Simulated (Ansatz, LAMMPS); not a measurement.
## Electronic structure of Li+ triflate in gamma-butyrolactone and sulfolane and fluoroethylene carbonate at 410 K (233 atoms)

Wanted: forces, charges and levels of Li+ triflate in gamma-butyrolactone and sulfolane and fluoroethylene carbonate at 410 K (233 atoms).

Calculated with Ansatz 0.2.0; Kohn-Sham DFT, LDA, PAW (set soft_2), plane waves.

### 1. The structure

The cell holds 233 atoms: 45 O, 9 S, 65 C, 101 H, 11 F and 2 Li. Its edges and angles: a = 14.108 Å, b = 14.108 Å, c = 14.108 Å, α = 90.0°, β = 90.0°, γ = 90.0°. 5 gamma-butyrolactone, 7 sulfolane, 5 fluoroethylene carbonate, 2 Li+, 2 triflate placed at random, at 1.25 g/cm³; overlaps pushed apart, then 10 ps at 550 K with Joung-Cheatham ions (J. Phys. Chem. B 112, 9020 (2008)); MMFF94 bonds, angles, torsions, charges and radii (Halgren, J. Comput. Chem. 17, 490 (1996)) in harmonic and 12-6 forms; charges of ions scaled by 0.8. Snapshot after 30 ps at 410 K and fixed volume.

Before any run, some limits are plain. The network of contacts between molecules at the start is that of the classical potential that made the cell, and needn't be the one that DFT or experiment would give. The functional has no dispersion term, which matters for the binding between molecules or layers, where LDA binds through overlap of densities alone. The density was typed from a rule of thumb and may lie off the real one at this temperature. Sampling is at Γ alone, for a cell whose shortest periodic width is 14 Å.

### 2. Making the structure

A classical potential makes the cell, at a small fraction of what the same run would cost in DFT.

This step: classical MD, Joung-Cheatham ions (J. Phys. Chem. B 112, 9020 (2008)); MMFF94 bonds, angles, torsions, charges and radii (Halgren, J. Comput. Chem. 17, 490 (1996)) in harmonic and 12-6 forms; charges of ions scaled by 0.8 (LAMMPS 22 Jul 2025 - Update 4).

in.lmp reads:

```
# Li+ triflate in gamma-butyrolactone and sulfolane and fluoroethylene carbonate
units real
atom_style full
boundary p p p
bond_style harmonic
angle_style harmonic
dihedral_style opls
improper_style harmonic
special_bonds lj 0 0 0.5 coul 0 0 0.75
read_data data.lmp
neigh_modify delay 0 every 1 check yes one 4000
comm_modify cutoff 12.0
timestep 0.5
thermo_style custom step time temp pe press density
thermo_modify norm yes
# push overlapping molecules apart
pair_style soft 2.6
pair_coeff * * 0.0
variable a equal ramp(1,60)
fix ad all adapt 1 pair soft a * * v_a
velocity all create 550 48921 mom yes dist gaussian
fix lim all nve/limit 0.03
fix lan all langevin 550 550 50 48922 zero yes
thermo 1000
run 3000 post no
unfix ad
pair_style lj/cut/coul/long 9.0
pair_modify mix arithmetic tail yes
pair_coeff 1 1 0.0763 3.0960   # O
pair_coeff 2 2 0.2681 3.4180   # S
pair_coeff 3 3 0.0678 3.3680   # C
pair_coeff 4 4 0.0216 2.5400   # H
pair_coeff 5 5 0.0763 2.9870   # O
pair_coeff 6 6 0.0678 3.4070   # C
# [... 21 lines left out ...]
compute msd all msd com yes
thermo 7500
fix md all nvt temp 410 410 100
run 30000 post no
print "== T410: mean square displacement over the hold $(c_msd[4]:%.2f) A^2"
unfix md
uncompute msd
write_dump all custom T410.dump id type xs ys zs modify sort id
```

On the command line:

```sh
$ lmp -in in.lmp -log none -nocite
```

Log:

```text
LAMMPS (22 Jul 2025 - Update 4)
Reading data file ...
  orthogonal box = (0 0 0) to (14.10825 14.10825 14.10825)
  233 atoms
  orthogonal box = (0 0 0) to (14.10825 14.10825 14.10825)
  229 bonds
  429 angles
  540 dihedrals
  10 impropers
   Step          Time           Temp          PotEng         Press         Density
         0   0              550            0.4430129     -794.02554      1.2500001
      1000   500            506.90244      1.6714364      18724.056      1.2500001
      2000   1000           511.302        1.7107999      14189.806      1.2500001
      3000   1500           509.24308      1.7882578      23650.924      1.2500001
Loop time of 0.575056 s on 1 MPI rank(s) for 3000 steps with 233 atoms
PPPM initialization ...
WARNING: System is not charge neutral, net charge = -0.00016
  G vector (1/distance) = 0.29188423
  grid = 8 8 8
  estimated relative force accuracy = 4.444844e-05
   Step          Time           Temp          PotEng         Press         Density
      3000   1500           509.24308      0.63798214     7495.6879      1.2500001
      3100   1550           509.24308     -1.6543785      4098.997       1.2500001
      3200   1600           509.24308     -1.8018264      3075.1373      1.2500001
      3300   1650           509.24308     -1.8686914      2729.9459      1.2500001
[... 2 lines left out ...]
  Stopping criterion = max iterations
  Energy initial, next-to-last, final =
      0.63798213589421  -1.86833441115322  -1.86869136628677
  Force two-norm initial, final = 753.621 12.741447
  Iterations, force evaluations = 300 593
   Step          Time           Temp          PotEng         Press         Density
         0   0              550           -1.8686914      3188.7603      1.2500001
      1000   500            531.77077     -0.37702426     3229.7926      1.2500001
      2000   1000           519.62603     -0.37019354    -5017.0225      1.2500001
Loop time of 1.94479 s on 1 MPI rank(s) for 2000 steps with 233 atoms
   Step          Time           Temp          PotEng         Press         Density
      2000   1000           519.62603     -0.37019354    -5017.0225      1.2500001
[... 5 lines left out ...]
Loop time of 9.72815 s on 1 MPI rank(s) for 10000 steps with 233 atoms
   Step          Time           Temp          PotEng         Press         Density
[... 4 lines left out ...]
Loop time of 4.9116 s on 1 MPI rank(s) for 5000 steps with 233 atoms
   Step          Time           Temp          PotEng         Press         Density
[... 2 lines left out ...]
     30000   29000          452.39634     -0.60264255     1078.6572      1.2500001
     37500   36500          453.16852     -0.73194196     5326.6307      1.2500001
     45000   44000          398.73864     -0.65029992    -1518.86        1.2500001
     47000   46000          423.95776     -0.73712383    -3911.0627      1.2500001
Loop time of 28.0209 s on 1 MPI rank(s) for 30000 steps with 233 atoms
== T410: mean square displacement over the hold 18.85 A^2
```

The job ended after 46 s (1 thread of Arm Neoverse V1, shared host; peak memory 0.13 GiB).

The input also reads data.lmp (atoms, bonds and types; not printed here).

### 3. Plane-wave single point

The electrons are solved once, with the atoms held.

input.yaml reads:

```yaml
crystal:
  lattice:
    - [14.10825, 0.0, 0.0]
    - [0.0, 14.10825, 0.0]
    - [0.0, 0.0, 14.10825]
  atoms:
    - { symbol: O, position: [0.35392, 0.3321, 0.78326] }
    - { symbol: S, position: [0.31267, 0.3156, 0.69078] }
    - { symbol: O, position: [0.36265, 0.28898, 0.60463] }
    - { symbol: C, position: [0.22282, 0.22336, 0.69384] }
    - { symbol: C, position: [0.13521, 0.28322, 0.71227] }
    - { symbol: C, position: [0.14336, 0.36471, 0.6425] }
    - { symbol: C, position: [0.23602, 0.40874, 0.66781] }
    - { symbol: H, position: [0.22657, 0.18949, 0.62711] }
    - { symbol: H, position: [0.23409, 0.17515, 0.75522] }
    - { symbol: H, position: [0.07063, 0.24019, 0.69959] }
    - { symbol: H, position: [0.13648, 0.31408, 0.78762] }
    - { symbol: H, position: [0.1569, 0.33871, 0.57143] }
    - { symbol: H, position: [0.0774, 0.41423, 0.64907] }
    - { symbol: H, position: [0.2643, 0.44526, 0.60638] }
    - { symbol: H, position: [0.2351, 0.45514, 0.73308] }
    - { symbol: O, position: [0.57849, 0.95921, 0.84675] }
    - { symbol: S, position: [0.59477, 0.95003, 0.74486] }
    - { symbol: O, position: [0.68067, 0.90164, 0.70634] }
    - { symbol: C, position: [0.48726, 0.9016, 0.69408] }
    - { symbol: C, position: [0.4558, 0.97313, 0.6228] }
    - { symbol: C, position: [0.48376, 0.06677, 0.65194] }
    - { symbol: C, position: [0.58405, 0.06597, 0.69382] }
    - { symbol: H, position: [0.4975, 0.82985, 0.65883] }
    - { symbol: H, position: [0.43538, 0.89462, 0.75326] }
    - { symbol: H, position: [0.49414, 0.95087, 0.55835] }
    - { symbol: H, position: [0.3823, 0.96169, 0.6092] }
    - { symbol: H, position: [0.46991, 0.13164, 0.60761] }
    - { symbol: H, position: [0.43686, 0.08287, 0.71285] }
    - { symbol: H, position: [0.64288, 0.07163, 0.64492] }
    - { symbol: H, position: [0.59674, 0.1257, 0.74619] }
    - { symbol: O, position: [0.72483, 0.83178, 0.24534] }
    - { symbol: S, position: [0.77748, 0.81767, 0.33126] }
    [... 195 atom lines left out ...]
    - { symbol: C, position: [0.94096, 0.04887, 0.30307] }
    - { symbol: F, position: [0.85278, 0.09088, 0.30119] }
    - { symbol: F, position: [0.96769, 0.01881, 0.39005] }
    - { symbol: F, position: [0.92856, 0.96764, 0.24833] }
    - { symbol: Li, position: [0.60855, 0.93552, 0.97986] }
    - { symbol: Li, position: [0.94281, 0.66952, 0.37805] }
kpoints:
  mp_grid: { grid: [1, 1, 1] }
hamiltonian:
  xc: lda
scf:
  occupations: { method: fermi_dirac, width: 0.05 }
output:
  forces: true
  stress: true
  populations: true
  dos:
    method: { smearing: { sigma: 0.08 } }
    de: 0.1
    projected: { site_lists: { C: [C], F: [F], H: [H], Li: [Li], O: [O] } }
  eigenvalues: true
  write_density: true
  write_potential: true
  volumetric_format: npy
```

On the command line:

```sh
$ ansatz run input.yaml --threads 8 --pin off --max-ram 15872MiB --backend cpu --events-out ev --progress --plain --runs-dir out
```

Log:

```text
Engine: ansatz 0.2.0, aarch64-unknown-linux-gnu
Pseudopotentials: kind: paw
Pseudopotential: O, paw, valence charge 6, recommended cutoff 420 eV (normal), O.paw.azcp
Pseudopotential: S, paw, valence charge 6, recommended cutoff 420 eV (normal), S.paw.azcp
Pseudopotential: C, paw, valence charge 4, recommended cutoff 420 eV (normal), C.paw.azcp
Pseudopotential: H, paw, valence charge 1, recommended cutoff 420 eV (normal), H.paw.azcp
Pseudopotential: F, paw, valence charge 7, recommended cutoff 420 eV (normal), F.paw.azcp
Pseudopotential: Li, paw, valence charge 3, recommended cutoff 420 eV (normal), Li.paw.azcp
[... 3 lines on functional and potentials left out ...]
Crystal: 233 atoms, lattice volume = 2808.144 Å³
Basis set: ecut = 420 eV, 54891 PW (Γ)
Bands: 617, of which v1, the nominal top of the filled ones, is band 384 counted from 1 (383 counted from 0)
Symmetry: 1 space group operations
Space group: P1 (ITA 1), of the structure as read, at distance tolerance 1.4e-4 Å
k-points: 1
[... 17 lines on functional and potentials left out ...]
Initial density: superposition of atomic densities (neutral atoms: chi_scale 0, normalization atom), corrected by the library's trained network
Initial wavefunctions: pseudopotential atomic-orbital guess
Functional: x = slater, c = lda
SCF iter   1: F=—  HF=-59283.291846 eV  |F-HF|=—  |Δ(HF+E_count)|=         —  Δρ=9.46e-3  dr2=2.06e0  ethr=1.77e-3  ⟨swp⟩=6.0  Hψ=2659  notcnv=0  defer=195
preconditioner: auto → Resta (q_TF=auto, 2.198 Å⁻¹)  ε∞=2.5  [insulator: Δε(μ)=3.740 eV  Ē_g=15.512 eV  σ=0.050 eV  W_gap=1.00  n_scr=484 (ndim 8)  ℏωp=19.0 eV  f_vac=0.304  D(μ)=0.00/eV (n_scr^D=0)  ε∞_Penn≈2.5]
SCF iter   2: F=—  HF=-59282.684224 eV  |F-HF|=—  |Δ(HF+E_count)|=   6.08e-1  Δρ=4.24e-3  dr2=4.42e-1  ethr=2.68e-4  ⟨swp⟩=2.0  Hψ=884  notcnv=0  defer=225
SCF iter   3: F=—  HF=-59282.565191 eV  |F-HF|=—  |Δ(HF+E_count)|=   1.19e-1  Δρ=2.18e-3  dr2=1.36e-1  ethr=5.75e-5  ⟨swp⟩=2.0  Hψ=769  notcnv=0  defer=225
SCF iter   4: F=—  HF=-59282.533754 eV  |F-HF|=—  |Δ(HF+E_count)|=   3.14e-2  Δρ=6.42e-4  dr2=1.42e-2  ethr=1.77e-5  ⟨swp⟩=2.0  Hψ=768  notcnv=0  defer=225
SCF iter   5: F=—  HF=-59282.533235 eV  |F-HF|=—  |Δ(HF+E_count)|=   5.18e-4  Δρ=3.85e-4  dr2=4.57e-3  ethr=1.85e-6  ⟨swp⟩=3.0  Hψ=1072  notcnv=0  defer=225
SCF iter   6: F=—  HF=-59282.533155 eV  |F-HF|=—  |Δ(HF+E_count)|=   8.00e-5  Δρ=1.41e-4  dr2=6.91e-4  ethr=5.95e-7  ⟨swp⟩=3.0  Hψ=762  notcnv=0  defer=225
SCF iter   7: F=—  HF=-59282.533313 eV  |F-HF|=—  |Δ(HF+E_count)|=   1.57e-4  Δρ=5.29e-5  dr2=9.25e-5  ethr=9.00e-8  ⟨swp⟩=2.0  Hψ=762  notcnv=0  defer=225
SCF iter   8: F=—  HF=-59282.536851 eV  |F-HF|=—  |Δ(HF+E_count)|=   3.54e-3  Δρ=3.13e-5  dr2=2.66e-5  ethr=1.20e-8  ⟨swp⟩=2.0  Hψ=772  notcnv=0  defer=225
SCF iter   9: F=—  HF=-59282.536864 eV  |F-HF|=—  |Δ(HF+E_count)|=   1.25e-5  Δρ=1.13e-5  dr2=3.92e-6  ethr=3.46e-9  ⟨swp⟩=2.0  Hψ=759  notcnv=0  defer=225
SCF iter  10: F=—  HF=-59282.536869 eV  |F-HF|=—  |Δ(HF+E_count)|=   5.05e-6  Δρ=6.00e-6  dr2=1.04e-6  ethr=5.10e-10  ⟨swp⟩=2.0  Hψ=772  notcnv=0  defer=225
SCF iter  11: F=—  HF=-59282.536870 eV  |F-HF|=—  |Δ(HF+E_count)|=   1.04e-6  Δρ=1.86e-6  dr2=1.32e-7  ethr=1.35e-10  ⟨swp⟩=2.0  Hψ=772  notcnv=0  defer=225
SCF iter  12: F=-59282.536871 eV  HF=-59282.536870 eV  |F-HF|=4.95e-8  |Δ(HF+E_count)|=   3.54e-7  Δρ=1.08e-6  dr2=3.39e-8  ethr=1.30e-11  ⟨swp⟩=20.0  Hψ=5577  notcnv=0
SCF 1 converged in 12 iterations: F = -59282.536871 eV  dr2 = 3.39e-8
  greatest PAW one-centre occupation: 1.000 electrons in one spin orbital (limit 2), on the Li atom at site 232 (counted from 0), in its partial waves of l = 0
WARN: The input density's exchange-correlation potential varies sharply where the density is thin. Do not read a vacuum level from v_tot or v_xc, or from such a field of the output density. On a cell that repeats whose density bears no net charge and no dipole along the vacuum's axis use v_es (v_loc + v_h of the components); [...]
SCF converged after 12 iterations
Free energy (F): -59282.536871 eV
Harris-Foulkes:  -59282.536870 eV  (|F-HF|=4.95e-8)
Internal energy: -59282.536871 eV  (E = F + TS)
E sigma→0 (E₀):  -59282.536871 eV
Fermi energy:    1.176437 eV
--- Per-component energies (eV) ---
  E_band       = -6911.634776
  E_kinetic    = 18491.791139
  E_local      = -73227.532931  (includes V_loc(G=0)·N_el)
  E_nonlocal   = 5270.742026
  E_hartree    = 28335.619587
  E_xc         = -8939.464794
  E_vxc        = -11066.959099  (∫ρ·V_xc dr)
  E_paw        = -19879.369056  (= ΣΔE_a)
  E_vpaw       = -3050.912367  (= ΣTr[D̂ρ^β])
  E_aug_tail   = 0.003545  (compensation charges beyond the density's cutoff)
  E_ewald      = -9345.396512
  E_core_change = 11.070126  (= ΣΔE_core)
  E_smearing   = -0.000000  (= −TS)
  E_closure    = -0.000000  (closes the sum)
  Σ components = -59282.536871   (vs F -59282.536871, Δ=0.00e0)
--- Forces (eV/Å), atoms counted from 1 ---
  atom   1  O      0.83503745    -0.20018856    -0.00268619
  atom   2  S     -1.02992046    -2.13867050    -0.49850548
  atom   3  O      1.16480307     0.71242072     0.29663378
  atom   4  C     -0.14790972     1.36618685     3.04654750
  atom   5  C     -0.36093670    -0.23519257    -0.05027600
  atom   6  C     -1.45528112     0.64543116     1.23539639
  atom   7  C     -0.18836957     1.89170441     0.62115745
  atom   8  H     -0.22276033    -0.71758353    -1.21139357
  atom   9  H      0.29828476    -0.02470890    -0.49063097
  atom  10  H      0.12133784     0.16315502     0.24479354
  atom  11  H     -0.13545569    -0.67176504    -1.03683931
  atom  12  H     -0.80012212    -0.33958375    -0.70332948
  atom  13  H      1.58724985    -0.76923599    -0.56087580
  atom  14  H      0.40291440     0.60956519    -0.19219815
[...]
atom 232  Li     0.36403617    -0.15179368    -0.27493031
  atom 233  Li    -0.08668765     0.34493828    -0.14014710
  max |Σ_I F_I| component: 4.04e-4 eV/Å
--- Stress (GPa, compression-positive) ---
       -1.925876       0.627435       0.324807
        0.627435       0.367071      -0.480941
        0.324807      -0.480941       0.317577
  P = ⅓ Tr σ = -0.4137 GPa (-4.137 kbar)
--- Band table (eV) ---
  k-point 0: bands = ["-43.2809", "-42.5055", "-27.1973", "-26.9237", [... 601 levels ...], "10.2273", "10.2295", "10.2508", "10.2682", "10.2778", "10.3234", "10.3317", "10.3490", "10.3783", "10.4247", "10.4614", "10.4842"]
--- Löwdin populations: 233 sites ---
  site symbol       q [e]
     0      O      6.7441
     1      S      3.9169
     2      O      6.7540
[...]
232     Li      2.2736
  spilling = 0.014680 (of n_electrons = 768.000000)
```

It took 60 s on 8 threads of Arm Neoverse V1, shared host; peak memory 4.2 GiB.

Reading the cycles: dr2 is the Hartree energy of the density residual (eV), the measure of convergence; HF is the Harris–Foulkes estimate of the energy, which meets the free energy F at convergence.

The program notes that the exchange-correlation potential is rough where the density is thin.

The run gave:

```
free energy                                      : -59282.5369 eV
free energy per atom                             : -254.4315 eV/atom
SCF cycles                                       : 12
pressure                                         : -0.4137 GPa
r.m.s. force component                           : 0.993 eV/Å
longest force                                    : 4.857 eV/Å
Fermi energy                                     : 1.176 eV
gap (highest filled to lowest empty level) : 3.424 eV
spilling of the projection                       : 0.01468
```

Neighbours are counted within 1.34 Å (H-C), 1.85 Å (C-C), 1.73 Å (C-O), 1.62 Å (C-F), 2.17 Å (C-S), 1.88 Å (O-S), 2.43 Å (O-Li).

Length of the force by element and coordination:

```csv
element,coordination,atoms,mean length of the force (eV/Å),spread,least,most
C,all,65,1.97,0.988,0.248,4.86
C,3,10,2.44,1.45,0.248,4.86
C,4,55,1.88,0.849,0.329,3.78
F,all,11,2.16,0.944,1.01,4.34
H,all,101,1.08,0.488,0.318,2.58
Li,all,2,0.431,0.0493,0.382,0.481
O,all,45,1.44,0.838,0.408,4.31
O,1,22,1.43,0.963,0.408,4.31
O,2,23,1.45,0.697,0.515,3.03
S,all,9,2.16,0.715,0.956,3.53
```

Löwdin charges by element and coordination (they lack the spilled electrons, 0.048 e an atom on average):

| element | coordination | atoms | mean charge (e) | spread | least | most |
| --- | --- | --- | --- | --- | --- | --- |
| C | all | 65 | -0.0887 | 0.402 | -0.531 | 0.701 |
| C | 3 | 10 | 0.629 | 0.0628 | 0.555 | 0.701 |
| C | 4 | 55 | -0.219 | 0.282 | -0.531 | 0.607 |
| F | all | 11 | -0.234 | 0.0158 | -0.264 | -0.213 |
| H | all | 101 | 0.216 | 0.0222 | 0.152 | 0.262 |
| Li | all | 2 | 0.741 | 0.0145 | 0.726 | 0.755 |
| O | all | 45 | -0.509 | 0.229 | -0.794 | -0.213 |
| O | 1 | 22 | -0.637 | 0.172 | -0.792 | -0.376 |
| O | 2 | 23 | -0.386 | 0.209 | -0.794 | -0.213 |
| S | all | 9 | 2.14 | 0.0934 | 2.01 | 2.30 |

Density of states as counts of states in windows of 1 eV (from the Fermi level), total and the larger projections:

```
from (eV)  to (eV)  total   C p   O p   H s   F p  C s
      -14      -13   28.2   5.1   4.2   3.1   1.6  8.3
      -13      -12    4.0   1.1   1.5   0.2   0.3  0.5
      -12      -11   23.9   7.7   5.2   2.2   2.1  3.6
      -11      -10   53.0  15.9   6.3   7.2   9.6  6.7
      -10       -9   27.7  11.2   6.6   3.4   1.8  1.5
       -9       -8   57.6  22.0  14.9   7.4   2.9  1.5
       -8       -7   68.3  20.8  21.7   8.0   7.2  1.4
       -7       -6   83.3  26.1  24.0   9.2  15.0  1.2
       -6       -5   60.0  24.2  13.0   8.5  12.0  0.5
       -5       -4   81.7  28.0  35.6  11.1   3.7  0.7
       -4       -3   81.9  13.7  55.6   8.0   1.5  0.6
       -3       -2   22.8   5.0  14.9   1.4   0.3  0.3
       -2       -1    3.7   0.2   3.4   0.0   0.0  0.0
       -1        1    0.0   0.0   0.0   0.0   0.0  0.0
        1        2    4.0   1.9   1.4   0.3   0.0  0.2
        2        3   20.6   7.7   5.1   3.2   0.0  1.2
        3        4   41.2   7.6   3.8   9.0   0.2  3.5
        4        5   64.7  14.1   5.0  10.9   1.5  4.1
```

The curve was stored every 0.10 eV, coarse against its broadening of 0.08 eV, so these counts are rough.

Between -26 and -14 eV lie 150 more states.

Not all projections were asked for or kept, so they needn't add up to the total.

The levels nearest the highest filled one (over half full), pooled over k-points and spins:

```csv
level less the highest filled one (eV),occupation
-0.969,2
-0.913,2
-0.885,2
-0.486,2
-0.248,2
0,2
3.42,0
3.44,0
3.83,0
3.89,0
3.93,0
4.04,0
```

Valence density in the ac plane at fractional y = 0.132, with atoms of H and C and F and S and O within 0.2 Å of it. It is the smooth field of the valence electrons, not physical close to the nuclei.

Ten steps, logarithmic in the rise over the least value, from '0' (0.00 × 1e0 e/Å³) to '9' (6.86 × 1e0 e/Å³), each cell a mean:
```
10012345666676531011233332100011223556542
31101122356765320001233444210112333456665
53100011245543100000112344310134544566766
42100001133321000000000112100246666666545
10000000112100000000000122100123456765321
00000000123110000011102355310001124565210
00000001222110001222222455310000001222100
01121101122100001234433333211000000000000
24665311121100000245542222210000000001111
35897421111000000135532000000000000001111
24675310000000000011111000000001234421001
11222100000000000000113332100002489852000
00000000000000000000136775210002489852000
00000000000000001111247886310000234421000
11111100000000124443456665310000011111111
44433332100000246765455555431000124542223
56555553100000135665433467753100136864334
55565542100000013454211246642100024542234
67653211000000001232100123221000001111124
89853100000000000000000000000000000000136
78742000110000000000001221000000000000125
33211123432100000000013553200000001232112
00011245653211110000012443210000012564210
00012466664445421000112232110000123565320
```
Columns run along a (14.1 Å), rows up along c (14.1 Å). Atoms in or near the plane, at fractional coordinates: H at (0.47, 0.61), H at (0.60, 0.75), H at (0.57, 0.09), C at (0.93, 0.90), C at (0.85, 0.82), H at (0.87, 0.05), C at (0.27, 0.94), H at (0.33, 0.98), F at (0.83, 0.49), S at (0.04, 0.27), O at (0.02, 0.16).

(Part 1 of 2 ends here.)

[Logs are printed without paths, hosts, clocks, repeated set-up lines and the standing remarks that a program may print on its own settings, such as how far it seeks lower states.]

[Hosts, paths, dates, database ids (printed as entryN), source tags and the programs' standing remarks are cut or masked in the printed files.]

[The MMFF94 radii named for the starting cell were scaled by 0.96; in molecules described by MMFF94, hydrogen bound to N, O or S took a small fixed 12-6 site in their place.]
